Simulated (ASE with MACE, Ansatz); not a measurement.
# Adsorption of dichlorosilane on alpha-Al2O3(0001): energy and structure

How much energy does the adsorption of dichlorosilane on alpha-Al2O3(0001) release or cost, and how far does that hang on the level of theory?

Calculated with Ansatz 0.2.0: Kohn-Sham DFT, PBE+D3(BJ), PAW (set soft_2), plane waves; cutoff 420 eV, fermi-dirac smearing of 0.025 eV (for the slabs). Every cell is relaxed with this functional, then solved at fixed geometry with r2SCAN+D4, PBE+D3(BJ) on a denser mesh, PBE, RPBE+D3(BJ) and HSE06+D3(BJ). Cutoffs: 420 eV for PBE+D3(BJ), PBE, RPBE+D3(BJ) and HSE06+D3(BJ); 500 eV for r2SCAN+D4.

**The cells**

The cell holds 60 atoms: 24 Al and 36 O. Cell: a = 9.580 Å, b = 9.580 Å, c = 22.046 Å, α = 90.0°, β = 90.0°, γ = 120.0°. It derives from Al2O3 (alpha-Al2O3(0001)). The starting structure: Corundum (0001), 2 x 2 cells, Al-terminated on both faces (lattice constants typed as starting values near PBE's), about 15 Å of vacuum, lower atoms held. Vacuum lies along c. 24 atoms are held.

- Dichlorosilane on alpha-Al2O3(0001): one whole molecule of dichlorosilane lowered over a top site, eased by MACE.

Molecules sit alone in boxes of 13 to 14 Å, at Γ at every level, with a smearing of 0.01 eV.

The input of the single point on the relaxed bare surface:

```yaml
crystal:
  lattice:
    - [9.58, 0.0, 0.0]
    - [-4.79, 8.29652, 0.0]
    - [0.0, 0.0, 22.04645]
  atoms:
    - { symbol: Al, position: [0.0, 0.0, 0.13317] }
    - { symbol: Al, position: [0.33333, 0.16667, 0.23064] }
    - { symbol: Al, position: [1.0, 0.0, 0.27866] }
    - { symbol: Al, position: [0.33333, 0.16667, 0.08559] }
    [... 54 atom lines left out ...]
    - { symbol: O, position: [0.66661, 0.6739, 0.18198] }
    - { symbol: O, position: [0.8261, 0.99271, 0.18198] }
kpoints:
  mp_grid: { grid: [1, 1, 1] }
hamiltonian:
  xc: pbe
  dispersion: d3bj
scf:
  occupations: { method: fermi_dirac, width: 0.025 }
output:
  forces: true
  populations: true
  dos:
    method: { smearing: { sigma: 0.08 } }
    de: 0.1
    projected:
      site_lists:
        Al: [Al]
        O: [O]
        slab: [... 60 sites ...]
  eigenvalues: true
  write_density: true
  write_potential: true
  volumetric_format: npy
```

| cell | formula | k-mesh | relaxation steps | gain on relaxing (eV) | free energy, PBE+D3(BJ) (eV) | Kohn-Sham gap (eV) | time of its runs on this page |
| --- | --- | --- | --- | --- | --- | --- | --- |
| alpha-Al2O3(0001) | Al24O36 | 1×1×1 | 3 | 0.03 | -33412.564 | 5.13 | 3.3 min |
| dichlorosilane on alpha-Al2O3(0001) | Al24SiH2Cl2O36 | 1×1×1 | 13 | 0.31 | -36243.383 | 5.11 | 5.2 min |
| dichlorosilane | SiH2Cl2 | 1×1×1 | 4 | 0.04 | -2829.789 | 6.50 | 42 s |

The gap is that between the highest filled and lowest empty Kohn-Sham level; a dash marks none computed or no clear gap. Times come from shared hosts and are rough.

**Reaction energies**

Products less reactants, from the free energies above and their like at the other levels, in eV; negative values release energy:

| change | PBE+D3(BJ) | r2SCAN+D4 | PBE+D3(BJ), denser mesh | PBE | RPBE+D3(BJ) | HSE06+D3(BJ) |
| --- | --- | --- | --- | --- | --- | --- |
| adsorption of dichlorosilane | -1.03 | -0.95 | -1.02 | -0.49 | -1.60 | -1.15 |

Worked for the first row at PBE+D3(BJ): (-36243.383) − (-33412.564) − (-2829.789) = -1.030 eV (from unrounded energies).

**What the relaxations did**

Bonds are pairs closer than 1.18 times the sum of covalent radii, pairs of two metal atoms left out; a bond counts as made or broken only if it crosses from under that bound to over 1.3 times, or back. All concern the added atoms.

| cell | bonds to the surface at the end | nearest contact (Å) | made in DFT | broken in DFT | largest move (Å) |
| --- | --- | --- | --- | --- | --- |
| dichlorosilane on alpha-Al2O3(0001) | 1 Al–Cl | Cl–Al 2.34 | none | none | 1.19 |

**Findings**

The change releases 1.03 eV at PBE+D3(BJ). The molecule stays whole and bonds to the surface (its most stretched bond, Cl–Si, goes from 2.05 Å in the gas to 2.18 Å). At the same geometries the levels give -1.60 (RPBE+D3(BJ)) to -0.49 eV (PBE), the denser mesh leaves it within 0.01 eV and the D3 term supplies -0.54 eV of it.

Limits: These are static energies with no barriers, zero-point energy or heat. Where a gas molecule is taken up, its entropy is lost, which at room temperature and above is worth several tenths of an eV to over 1 eV a molecule and isn't counted. All slabs, the starting one too, were first eased by a machine-learned potential, and one starting arrangement a cell was relaxed; others may lie lower. Only one face is changed, and the cells carry no dipole correction. Levels with D3 or D4 differ in the size of their dispersion terms as well as in the functional. In some runs the program notes that positions were snapped to a detected symmetry and the exchange-correlation potential is rough where the density is thin.

[Logs are printed without paths, hosts, clocks, repeated set-up lines and the standing remarks that a program may print on its own settings, such as how far it seeks lower states.]

[Hosts, paths, dates, database ids (printed as entryN), source tags and the programs' standing remarks are cut or masked in the printed files.]
